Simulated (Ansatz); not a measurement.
## Random fcc alloy of Ir and Pd (108 atoms) under strain

Aim: relax random fcc alloy of Ir and Pd (108 atoms), then change its volume and shape to read moduli from the stress.

Main program and level: Ansatz 0.2.0; Kohn-Sham DFT, r2SCAN, PAW (set soft_2), plane waves.

## Step 1: Set-up

The cell holds 108 atoms: 81 Pd and 27 Ir. Cell: a = 11.632 Å, b = 11.632 Å, c = 11.632 Å, α = 90.0°, β = 90.0°, γ = 90.0°. It derives from Ir (fcc) and Pd, repeated 3×3×3. Fcc Ir, 3 x 3 x 3 conventional cells, 81 of 108 Ir sites given to Pd at random (x = 0.750), lattice by Vegard's rule (a = 3.877 Å); not relaxed, displaced by a Gaussian of 0.02 Å.

What the set-up can't give: The levels lack spin–orbit coupling, which is large for the heavy elements here.

## Step 2: Single point at the start

The forces at the start show how far the geometry lies from a minimum of this functional.

input.yaml reads:

```yaml
crystal:
  lattice:
    - [11.6319, 0.0, 0.0]
    - [0.0, 11.6319, 0.0]
    - [0.0, 0.0, 11.6319]
  atoms:
    - { symbol: Pd, position: [0.99669, 0.99858, 0.99678] }
    - { symbol: Pd, position: [0.99761, 0.16719, 0.16537] }
    - { symbol: Pd, position: [0.16479, 0.00037, 0.16679] }
    - { symbol: Pd, position: [0.167, 0.16432, 0.99962] }
    - { symbol: Pd, position: [0.99986, 0.00216, 0.3315] }
    - { symbol: Pd, position: [0.00063, 0.16532, 0.5007] }
    - { symbol: Pd, position: [0.16913, 0.99853, 0.50043] }
    - { symbol: Pd, position: [0.16634, 0.16511, 0.33174] }
    - { symbol: Pd, position: [0.0005, 0.00099, 0.66515] }
    - { symbol: Pd, position: [0.00316, 0.16439, 0.83398] }
    - { symbol: Ir, position: [0.16619, 0.99828, 0.8319] }
    - { symbol: Ir, position: [0.16636, 0.16669, 0.66335] }
    - { symbol: Pd, position: [0.9991, 0.33304, 0.99872] }
    - { symbol: Pd, position: [7.0e-05, 0.49743, 0.1665] }
    - { symbol: Pd, position: [0.16697, 0.33737, 0.16638] }
    - { symbol: Pd, position: [0.1689, 0.4986, 0.99853] }
    - { symbol: Ir, position: [0.00078, 0.33264, 0.33376] }
    - { symbol: Pd, position: [0.00113, 0.49952, 0.49943] }
    - { symbol: Pd, position: [0.16608, 0.33431, 0.49943] }
    - { symbol: Pd, position: [0.16724, 0.50026, 0.33353] }
    - { symbol: Pd, position: [0.99873, 0.3309, 0.6621] }
    - { symbol: Pd, position: [0.99996, 0.49963, 0.83166] }
    - { symbol: Pd, position: [0.16885, 0.33349, 0.83431] }
    - { symbol: Pd, position: [0.1619, 0.49981, 0.66842] }
    - { symbol: Ir, position: [0.99786, 0.6689, 0.0041] }
    - { symbol: Ir, position: [0.99783, 0.82913, 0.16734] }
    - { symbol: Pd, position: [0.16584, 0.66785, 0.16533] }
    - { symbol: Pd, position: [0.1682, 0.83317, 0.0002] }
    - { symbol: Pd, position: [0.00338, 0.66537, 0.3347] }
    - { symbol: Pd, position: [0.00124, 0.83552, 0.49953] }
    - { symbol: Ir, position: [0.16848, 0.66611, 0.4974] }
    - { symbol: Pd, position: [0.1678, 0.83412, 0.33702] }
    - { symbol: Pd, position: [0.00073, 0.66518, 0.66868] }
    - { symbol: Pd, position: [0.00069, 0.83305, 0.83286] }
    - { symbol: Pd, position: [0.16743, 0.66555, 0.83492] }
    - { symbol: Pd, position: [0.16591, 0.83292, 0.66532] }
    - { symbol: Ir, position: [0.33423, 0.00282, 0.99593] }
    - { symbol: Pd, position: [0.33086, 0.1636, 0.16518] }
    - { symbol: Pd, position: [0.50569, 0.00103, 0.16715] }
    - { symbol: Pd, position: [0.50007, 0.16616, 0.00021] }
    - { symbol: Pd, position: [0.33023, 0.99863, 0.33358] }
    - { symbol: Ir, position: [0.32792, 0.16783, 0.50072] }
    - { symbol: Pd, position: [0.49973, 0.0007, 0.50276] }
    - { symbol: Pd, position: [0.50023, 0.16538, 0.33099] }
    - { symbol: Pd, position: [0.33164, 0.99891, 0.66431] }
    - { symbol: Pd, position: [0.33426, 0.16902, 0.83388] }
    - { symbol: Pd, position: [0.49713, 0.99744, 0.83284] }
    - { symbol: Ir, position: [0.49886, 0.16463, 0.66424] }
    - { symbol: Pd, position: [0.33214, 0.33463, 0.00023] }
    - { symbol: Pd, position: [0.33695, 0.49993, 0.16607] }
    - { symbol: Pd, position: [0.50048, 0.33295, 0.16967] }
    - { symbol: Pd, position: [0.49905, 0.50223, 0.00233] }
    - { symbol: Pd, position: [0.33585, 0.33504, 0.33355] }
    - { symbol: Pd, position: [0.33378, 0.49815, 0.49938] }
    - { symbol: Pd, position: [0.49829, 0.33281, 0.50252] }
    - { symbol: Ir, position: [0.50003, 0.50185, 0.33201] }
    - { symbol: Pd, position: [0.33577, 0.33441, 0.66913] }
    - { symbol: Pd, position: [0.3364, 0.49706, 0.83282] }
    - { symbol: Pd, position: [0.4994, 0.33324, 0.83634] }
    - { symbol: Pd, position: [0.4979, 0.49887, 0.66704] }
    - { symbol: Pd, position: [0.33422, 0.66469, 0.00081] }
    - { symbol: Pd, position: [0.33382, 0.83349, 0.1689] }
    - { symbol: Ir, position: [0.49919, 0.66381, 0.1675] }
    - { symbol: Ir, position: [0.49755, 0.83094, 0.99936] }
    - { symbol: Ir, position: [0.33349, 0.66495, 0.33187] }
    - { symbol: Pd, position: [0.32998, 0.82959, 0.50034] }
    - { symbol: Ir, position: [0.50018, 0.66898, 0.49839] }
    - { symbol: Pd, position: [0.49985, 0.83171, 0.33442] }
    - { symbol: Ir, position: [0.33112, 0.66593, 0.6654] }
    - { symbol: Pd, position: [0.33319, 0.83449, 0.83337] }
    - { symbol: Ir, position: [0.50067, 0.66704, 0.82977] }
    - { symbol: Pd, position: [0.49707, 0.83286, 0.6701] }
    - { symbol: Pd, position: [0.66753, 0.99863, 0.99958] }
    - { symbol: Pd, position: [0.66498, 0.16531, 0.16869] }
    - { symbol: Pd, position: [0.83513, 0.99814, 0.16579] }
    - { symbol: Pd, position: [0.83341, 0.16725, 0.00044] }
    - { symbol: Pd, position: [0.66801, 0.99934, 0.33432] }
    - { symbol: Ir, position: [0.6655, 0.16435, 0.50155] }
    [... 24 atom lines left out ...]
    - { symbol: Pd, position: [0.83397, 0.66648, 0.49974] }
    - { symbol: Ir, position: [0.83067, 0.83272, 0.33484] }
    - { symbol: Pd, position: [0.6648, 0.666, 0.66541] }
    - { symbol: Pd, position: [0.66524, 0.83423, 0.832] }
    - { symbol: Pd, position: [0.83385, 0.66839, 0.83339] }
    - { symbol: Pd, position: [0.83237, 0.83549, 0.66784] }
kpoints:
  mp_grid: { grid: [2, 2, 2] }
hamiltonian:
  xc: r2scan
scf:
  occupations: { method: fermi_dirac, width: 0.1 }
output:
  forces: true
```

Run with:

```console
ansatz run input.yaml --threads 6 --pin off --max-ram 76800MiB --backend cuda --events-out ev --progress --plain --runs-dir out
```

Numbers of over 12 decimals in the logs are rounded to 6 here.

Log:

```text
[...]
Pseudopotentials: kind: paw
Pseudopotential: Pd, paw, valence charge 18, recommended cutoff 500 eV (meta_gga), Pd.paw.azcp
Pseudopotential: Ir, paw, valence charge 17, recommended cutoff 500 eV (meta_gga), Ir.paw.azcp
[... 6 lines on functional and potentials left out ...]
concurrent solve slots: 4 of 6 are kept, ahead of what memory takes: no pass of the eigensolver takes more rounds on 4
device memory: the entry about to start is reckoned to put 37.1 GiB on a device that reports 78.6 GiB free
GPU FFT provider: cuFFT
GPU libraries: cuBLAS 13.8.2, cuFFT 12.4.0, cuSOLVER 12.3.4
Crystal: 108 atoms, lattice volume = 1573.809 Å³
Basis set: ecut = 500 eV, 39847 PW (Γ), exchange–correlation on 360×360×360 points (64 copies of the dense FFT grid, shifted against one another)
Bands: 1067, of which v1, the nominal top of the filled ones, is band 959 counted from 1 (958 counted from 0)
Symmetry: 1 space group operations
Space group: P1 (ITA 1), of the structure as read, at distance tolerance 1.2e-4 Å
k-points: 8
[... 7 lines on functional and potentials left out ...]
Initial density: superposition of atomic densities (neutral atoms: chi_scale 0, normalization atom), corrected by the library's trained network
Initial wavefunctions: pseudopotential atomic-orbital guess
GPU buffer pool allocated for 729000 grid points (all kernels)
GPU transforms: local potential and band sums: pruned to the plane-wave sphere, on 90×90×90
[...]
SCF iter   1: F=—  HF=-888452.392268 eV  |F-HF|=—  |Δ(HF+E_count)|=         —  Δρ=1.77e-2  dr2=5.70e0  dr2_τ=1.61e0  ethr=1.77e-3  ⟨swp⟩=5.0  Hψ=29413  notcnv=0  defer=198
preconditioner: auto → Kerker (q_TF=auto, 2.819 Å⁻¹)  [metal: Δε(μ)=0.004 eV  Ē_g=5.328 eV  σ=0.100 eV  W_gap=0.01  n_scr=618 (ndim 8)  ℏωp=30.4 eV  f_vac=0.000  D(μ)=152.00/eV (n_scr^D=1934)]
[...]
SCF iter  16: F=—  HF=-888453.629560 eV  |F-HF|=—  |Δ(HF+E_count)|=   1.59e-8  Δρ=2.52e-6  dr2=2.30e-7  dr2_τ=1.34e-8  ethr=4.02e-11  ⟨swp⟩=1.0  Hψ=8293  notcnv=0  defer=243
SCF iter  17: F=-888453.629560 eV  HF=-888453.629560 eV  |F-HF|=4.44e-8  |Δ(HF+E_count)|=   2.56e-9  Δρ=1.05e-6  dr2=5.71e-8  dr2_τ=2.45e-9  ethr=5.22e-12  ⟨swp⟩=3.0  Hψ=19976  notcnv=0
SCF 1 converged in 17 iterations: F = -888453.629560 eV  dr2 = 5.71e-8
[...]
SCF converged after 17 iterations
Free energy (F): -888453.629560 eV
Harris-Foulkes:  -888453.629560 eV  (|F-HF|=4.44e-8)
Internal energy: -888448.742518 eV  (E = F + TS)
E sigma→0 (E₀):  -888451.186039 eV
Entropy (-TS):   -4.887042 eV (-45.250 meV/atom)
Fermi energy:    21.173557 eV
--- Per-component energies (eV) ---
[...]
Σ components = -888453.629560   (vs F -888453.629560, Δ=0.00e0)
--- Forces (eV/Å), atoms counted from 1 ---
  atom   1  Pd     0.38278909    -0.23901667     0.25601121
  atom   2  Pd     0.12857022     0.43835601     0.18035111
  atom   3  Pd     0.00385909    -0.44972818    -0.33550375
  atom   4  Pd    -0.00948894    -0.05302839    -0.03860319
[...]
atom 108  Pd     0.11071218    -0.34603090    -0.35709707
  max |Σ_I F_I| component: 5.60e-5 eV/Å
```

Elapsed: 12 s, on 1 × NVIDIA H100 80GB HBM3 with 6 threads of AMD EPYC 7R13 (Zen 3), shared host; peak memory 1.9 GiB.

That memory is the host's; the program planned 37.1 GiB on the GPU.

The r.m.s. force at the start is 0.36 eV/Å.

## Step 3: Cell and atoms relaxed

Cell and atoms are freed together, to release stress as well as forces.

input.yaml reads:

```yaml
crystal:
  lattice:
    - [11.6319, 0.0, 0.0]
    - [0.0, 11.6319, 0.0]
    - [0.0, 0.0, 11.6319]
  atoms:
    [... the 108 atom lines of step 2 ...]
kpoints:
  mp_grid: { grid: [2, 2, 2] }
hamiltonian:
  xc: r2scan
scf:
  occupations: { method: fermi_dirac, width: 0.1 }
output:
  forces: true
relax:
  f_tol: 0.05
  max_steps: 150
  cell: {}
```

Log:

```text
[...]
GPU FFT provider: cuFFT
GPU libraries: cuBLAS 13.8.2, cuFFT 12.4.0, cuSOLVER 12.3.4
Crystal: 108 atoms, lattice volume = 1573.809 Å³
Basis set: ecut = 500 eV, 39847 PW (Γ), exchange–correlation on 360×360×360 points (64 copies of the dense FFT grid, shifted against one another)
Bands: 1151, of which v1, the nominal top of the filled ones, is band 959 counted from 1 (958 counted from 0)
Symmetry: 1 space group operations
[...]
k-points: 8
[...]
GPU buffer pool allocated for 729000 grid points (all kernels)
[...]
SCF iter   1: F=—  HF=-888452.391982 eV  |F-HF|=—  |Δ(HF+E_count)|=         —  Δρ=1.77e-2  dr2=5.70e0  dr2_τ=1.61e0  ethr=1.77e-3  ⟨swp⟩=5.0  Hψ=31811  notcnv=0  defer=604
[...]
SCF iter  17: F=-888453.629560 eV  HF=-888453.629560 eV  |F-HF|=4.21e-8  |Δ(HF+E_count)|=  6.98e-10  Δρ=1.04e-6  dr2=5.70e-8  dr2_τ=2.77e-9  ethr=5.22e-12  ⟨swp⟩=2.0  Hψ=17003  notcnv=0
SCF 1 converged in 17 iterations: F = -888453.629560 eV  dr2 = 5.70e-8
[...]
relax step   1: F+E_penalty+E_count = -888453.62956004 eV  Δ(F+E_penalty+E_count) = +0.000e0 eV  max|allowed force component| = 1.055e0 eV/Å  Δτ_max = 0.0000 Å  P = +1.397 GPa  Ω = 1573.809 Å³  (17 SCF iters, dr2 threshold 1.00e-7 eV, accepted)
[...]
relax step   2: F+E_penalty+E_count = -888454.90951979 eV  Δ(F+E_penalty+E_count) = -1.280e0 eV  max|allowed force component| = 1.010e0 eV/Å  Δτ_max = 0.1388 Å  P = +0.313 GPa  Ω = 1588.779 Å³  energy of the carried Pulay correction = -2.259e-2 eV  (14 SCF iters, dr2 threshold 1.08e-5 eV, accepted)
[...]
relax step   3: F+E_penalty+E_count = -888455.26157530 eV  Δ(F+E_penalty+E_count) = -3.521e-1 eV  max|allowed force component| = 7.111e-2 eV/Å  Δτ_max = 0.0642 Å  P = -0.146 GPa  Ω = 1587.177 Å³  energy of the carried Pulay correction = -2.019e-2 eV  (12 SCF iters, dr2 threshold 1.08e-5 eV, accepted)
[...]
relax step   4: F+E_penalty+E_count = -888455.26598578 eV  Δ(F+E_penalty+E_count) = -4.410e-3 eV  max|allowed force component| = 2.839e-2 eV/Å  Δτ_max = 0.0097 Å  P = +0.051 GPa  Ω = 1585.893 Å³  energy of the carried Pulay correction = -1.825e-2 eV  (12 SCF iters, dr2 threshold 3.16e-7 eV, accepted)
[...]
relax step   5: F+E_penalty+E_count = -888455.26610947 eV  Δ(F+E_penalty+E_count) = -1.237e-4 eV  max|allowed force component| = 1.022e-2 eV/Å  Δτ_max = 0.0045 Å  P = -0.003 GPa  Ω = 1586.247 Å³  energy of the carried Pulay correction = -1.879e-2 eV  (12 SCF iters, dr2 threshold 3.94e-8 eV, accepted)
[...]
relax step   6: F+E_penalty+E_count = -888455.28513204 eV  Δ(F+E_penalty+E_count) = -1.902e-2 eV  max|allowed force component| = 1.030e-2 eV/Å  Δτ_max = 0.0000 Å  P = +0.006 GPa  Ω = 1586.247 Å³  stress off target by 1.53e-2 GPa  SCF on the basis re-selected at this cell (its energy is not comparable with the rows above)  (9 SCF iters)
basis re-selected at this cell: Δ(F+E_penalty+E_count) = -1.902e-2 eV, ΔP = +0.009 GPa vs the last step (what re-selecting the basis moved, of the pressure what is left beyond the Pulay correction that the steps carried, after the strain that the cell walked since its last selection, [...]
SCF converged after 9 iterations
Free energy (F): -888455.285132 eV
[...]
Internal energy: -888450.461135 eV  (E = F + TS)
E sigma→0 (E₀):  -888452.873134 eV
Entropy (-TS):   -4.823997 eV (-44.667 meV/atom)
Fermi energy:    20.957263 eV
[...]
--- Forces (eV/Å), atoms counted from 1 ---
  atom   1  Pd     0.00104666    -0.00175518     0.00010272
  atom   2  Pd     0.00290797    -0.00184576     0.00055359
  atom   3  Pd     0.00256288     0.00133685     0.00032615
  atom   4  Pd    -0.00308664     0.00016774    -0.00276315
  atom   5  Pd    -0.00180185     0.00146015     0.00030996
  atom   6  Pd    -0.00065512     0.00017756     0.00162331
  atom   7  Pd     0.00021538     0.00045089     0.00007008
  atom   8  Pd     0.00071578    -0.00211970     0.00072044
  atom   9  Pd     0.00147469     0.00188253     0.00125591
  atom  10  Pd    -0.00288222     0.00273212     0.00048914
  atom  11  Ir    -0.00252256    -0.00645916    -0.00218799
  atom  12  Ir     0.00166455    -0.00203200     0.00114656
  atom  13  Pd    -0.00133007    -0.00007283    -0.00041858
  atom  14  Pd     0.00379454    -0.00309856    -0.00268217
[...]
atom 107  Pd     0.00153016    -0.00025008     0.00207854
  atom 108  Pd     0.00247028     0.00084764     0.00099549
  max |Σ_I F_I| component: 6.14e-5 eV/Å
--- Stress (GPa, compression-positive) ---
        0.007542      -0.006778      -0.001592
       -0.006778       0.008911      -0.003893
       -0.001592      -0.003893       0.000307
  P = ⅓ Tr σ = 0.0056 GPa (0.056 kbar)
--- Band table (eV; the first three rows and the last of 8) ---
[...]
--- Relaxed structure (5 steps of the walk, 5 accepted, 1 SCFs on fresh bases) ---
  F+E_penalty+E_count = -888455.28513204 eV   max|allowed force component| = 1.030e-2 eV/Å   (the final SCF, on the basis selected at the relaxed cell)
  cell:  # Å, volume = 1586.2466 Å³
    - [11.660540, 0.00594306, 0.00352257]
    - [0.00594306, 11.666016, 0.0024515]
    - [0.00352257, 0.0024515, 11.660835]
  atoms:
    - { symbol: Pd, position: [0.999203, 0.999224, 1.000208] }
    - { symbol: Pd, position: [0.997651, 0.168946, 0.168191] }
    - { symbol: Pd, position: [0.166468, -0.00273025, 0.166481] }
    - { symbol: Pd, position: [0.167753, 0.164716, 1.000791] }
[...]
- { symbol: Pd, position: [0.833320, 0.834559, 0.667406] }
```

Elapsed: 55 s, on 1 × NVIDIA H100 80GB HBM3 with 6 threads; peak memory 2.2 GiB; 2.4 min of CPU time.

That memory is the host's; the program planned 38.4 GiB on the GPU.

The program notes that the band table was not solved further than the SCF left it.

The relaxation converged after 5 steps, with a largest force component of 0.010 eV/Å.

## Step 4: Single point at the relaxed geometry

One more single point at the end of the walk gives the fuller output and checks the residual forces.

input.yaml reads:

```yaml
crystal:
  lattice:
    - [11.66054, 0.00594, 0.00352]
    - [0.00594, 11.66602, 0.00245]
    - [0.00352, 0.00245, 11.66084]
  atoms:
    - { symbol: Pd, position: [0.9992, 0.99922, 0.00021] }
    - { symbol: Pd, position: [0.99765, 0.16895, 0.16819] }
    - { symbol: Pd, position: [0.16647, 0.99727, 0.16648] }
    - { symbol: Pd, position: [0.16775, 0.16472, 0.00079] }
    - { symbol: Pd, position: [0.99887, 0.99521, 0.33077] }
    - { symbol: Pd, position: [0.99882, 0.16662, 0.50028] }
    [... 96 atom lines left out ...]
    - { symbol: Pd, position: [0.83258, 0.66937, 0.49946] }
    - { symbol: Ir, position: [0.83256, 0.83139, 0.32645] }
    - { symbol: Pd, position: [0.66569, 0.66532, 0.66664] }
    - { symbol: Pd, position: [0.66617, 0.8311, 0.83559] }
    - { symbol: Pd, position: [0.83411, 0.6654, 0.83443] }
    - { symbol: Pd, position: [0.83332, 0.83456, 0.66741] }
kpoints:
  mp_grid: { grid: [2, 2, 2] }
hamiltonian:
  xc: r2scan
scf:
  occupations: { method: fermi_dirac, width: 0.1 }
output:
  forces: true
  stress: true
  populations: true
  dos:
    method: { smearing: { sigma: 0.15 } }
    de: 0.1
    projected: { site_lists: { Ir: [Ir], Pd: [Pd] } }
  eigenvalues: true
  write_density: true
  write_potential: true
  volumetric_format: npy
```

Log:

```text
[...]
GPU FFT provider: cuFFT
GPU libraries: cuBLAS 13.8.2, cuFFT 12.4.0, cuSOLVER 12.3.4
Crystal: 108 atoms, lattice volume = 1586.248 Å³
Basis set: ecut = 500 eV, 40299 PW (Γ), exchange–correlation on 360×360×360 points (64 copies of the dense FFT grid, shifted against one another)
Bands: 1151, of which v1, the nominal top of the filled ones, is band 959 counted from 1 (958 counted from 0)
Symmetry: 1 space group operations
[...]
k-points: 8
[...]
GPU buffer pool allocated for 729000 grid points (all kernels)
[...]
SCF iter   1: F=—  HF=-888454.025107 eV  |F-HF|=—  |Δ(HF+E_count)|=         —  Δρ=1.82e-2  dr2=8.05e0  dr2_τ=1.59e0  ethr=1.77e-3  ⟨swp⟩=5.0  Hψ=31372  notcnv=0  defer=718
[...]
SCF iter  18: F=-888455.285166 eV  HF=-888455.285166 eV  |F-HF|=1.37e-8  |Δ(HF+E_count)|=   2.41e-8  Δρ=7.88e-7  dr2=2.26e-8  dr2_τ=1.79e-9  ethr=5.22e-12  ⟨swp⟩=11.4  Hψ=51555  notcnv=0
SCF 1 converged in 18 iterations: F = -888455.285166 eV  dr2 = 2.26e-8
[...]
SCF converged after 18 iterations
Free energy (F): -888455.285166 eV
[...]
Internal energy: -888450.461180 eV  (E = F + TS)
E sigma→0 (E₀):  -888452.873173 eV
Entropy (-TS):   -4.823986 eV (-44.667 meV/atom)
Fermi energy:    20.957243 eV
[...]
--- Forces (eV/Å), atoms counted from 1 ---
  atom   1  Pd     0.00139662    -0.00097293    -0.00007761
  atom   2  Pd     0.00305263    -0.00249225     0.00064901
  atom   3  Pd     0.00243468     0.00157801     0.00062458
  atom   4  Pd    -0.00298188    -0.00036532    -0.00269449
  atom   5  Pd    -0.00155430     0.00214029     0.00036107
  atom   6  Pd    -0.00141415     0.00039034     0.00151845
  atom   7  Pd     0.00017876    -0.00040314     0.00024853
  atom   8  Pd     0.00052163    -0.00240145     0.00003375
  atom   9  Pd     0.00108557     0.00167260     0.00146111
  atom  10  Pd    -0.00335160     0.00270304     0.00109107
  atom  11  Ir    -0.00198092    -0.00670546    -0.00161450
  atom  12  Ir     0.00218464    -0.00159600     0.00075621
  atom  13  Pd    -0.00103116     0.00017494    -0.00045592
  atom  14  Pd     0.00398149    -0.00306667    -0.00293882
[...]
atom 107  Pd     0.00147609    -0.00051789     0.00204006
  atom 108  Pd     0.00267388     0.00043291     0.00058875
  max |Σ_I F_I| component: 5.36e-5 eV/Å
--- Stress (GPa, compression-positive) ---
        0.007433      -0.006636      -0.001598
       -0.006636       0.008756      -0.003951
       -0.001598      -0.003951       0.000184
  P = ⅓ Tr σ = 0.0055 GPa (0.055 kbar)
--- Band table (eV; the first three rows and the last of 8) ---
[...]
--- Löwdin populations: 108 sites ---
  site symbol       q [e]
     0     Pd     17.3254
     1     Pd     17.3615
     2     Pd     17.3599
[...]
107     Pd     17.4138
  spilling = 0.023055 (of n_electrons = 1917.000000)
```

It took 21 s on 1 × NVIDIA H100 80GB HBM3 with 6 threads; peak memory 5.6 GiB; 59 s of CPU time.

That memory is the host's; the program planned 39.9 GiB on the GPU.

The run gave:

```yaml
free_energy: -888455.2852 eV
free_energy_per_atom: -8226.4378 eV/atom
scf_cycles: 18
pressure: 0.005458 GPa
r_m_s_force_component: 0.00231 eV/Å
longest_force: 0.01089 eV/Å
fermi_energy: 20.96 eV
levels_partly_filled_by_over_2_per_cent: 455
spilling_of_the_projection: 0.02305
```

[end of part 1 of 3]

[Logs are printed without paths, hosts, clocks, repeated set-up lines and the standing remarks that a program may print on its own settings, such as how far it seeks lower states.]

[Hosts, paths, dates, database ids (printed as entryN), source tags and the programs' standing remarks are cut or masked in the printed files.]
